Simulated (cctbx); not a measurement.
# Interatomic vectors of DySc3

Space group P6_3/mmc (no. 194), a = 6.3580 Å, b = 6.3580 Å, c = 5.5350 Å, α = 90.00°, β = 90.00°, γ = 120.00°, content Dy2 Sc6.

Simulated single-crystal data (cctbx): Mo Kα, λ = 0.71073 Å, to d = 0.75 Å, 70 % of the full sphere, strongest reflection 40000 counts, noise from counting, a 1.5 % proportional error and a noise floor of 2 counts (s.d.); no absorption.

Patterson synthesis, origin scaled to 1000:

```text
Patterson group P 6/m m m
      u       v       w   height  length (A)
  0.000   0.000   0.000   1000.0     0.00
  0.333   0.667   0.500    477.5     4.60
  0.000   0.500   0.000    456.7     3.18
  0.163   0.326   0.500    231.0     3.30
  0.000   0.500   0.187     27.6     3.34
  0.000   0.000   0.197     27.5     1.09
  0.071   0.141   0.146     18.2     1.12
  0.000   0.334   0.260     15.6     2.56
  0.157   0.490   0.244     14.7     3.07
  0.000   0.171   0.263     13.5     1.82
  0.091   0.489   0.287     13.5     3.28
  0.000   0.125   0.133     12.9     1.08
  0.212   0.425   0.214     12.9     2.62
  0.074   0.285   0.191     12.8     1.94
```

Q: Assign the vectors.

A peak at u stands for all pairs with xi − xj = u, with weight Σ ZiZj against Σ Z² = 11358 at the origin. Peak heights follow these weights only roughly, since form factors, motion and series ripples differ, all vectors within 0.55 Å of a peak are counted as merged into it though the farther ones add only part of their weight, and F(000) is left out, which lowers the whole map:

| u | v | w | shortest length (Å) | height | 1000 ΣZiZj/ΣZ² | pairs in the cell |
| --- | --- | --- | --- | --- | --- | --- |
| 0.333 | 0.667 | 0.500 | 4.59 | 478 | 500 | 1 × Dy–Dy, 3 × Sc–Sc |
| 0.000 | 0.500 | 0.000 | 3.18 | 457 | 643 | 4 × Dy–Sc, 4 × Sc–Sc |
| 0.163 | 0.326 | 0.500 | 3.30 | 231 | 322 | 2 × Dy–Sc, 2 × Sc–Sc |

The table stops at ten peaks or at a height of 45, below which ripples compete. In the model behind the data Dy, the heaviest element, has 1 independent site: (1/3, 2/3, 3/4), up to an allowed shift of origin; the Dy–Dy vectors are differences of these positions and their symmetry mates. The whole model:

| atom | mult. | x | y | z | Ueq (Å²) |
| --- | --- | --- | --- | --- | --- |
| Dy1 | 2 | 1/3 | 2/3 | 3/4 | 0.0087 |
| Sc1 | 6 | 0.1754 | 0.3508 | 1/4 | 0.0162 |

The model was made for the exercise: a known structure type with other elements put in, its volume estimated, not relaxed; displacement parameters are assumed.

[Logs are printed without paths, hosts, clocks, repeated set-up lines and the standing remarks that a program may print on its own settings, such as how far it seeks lower states.]
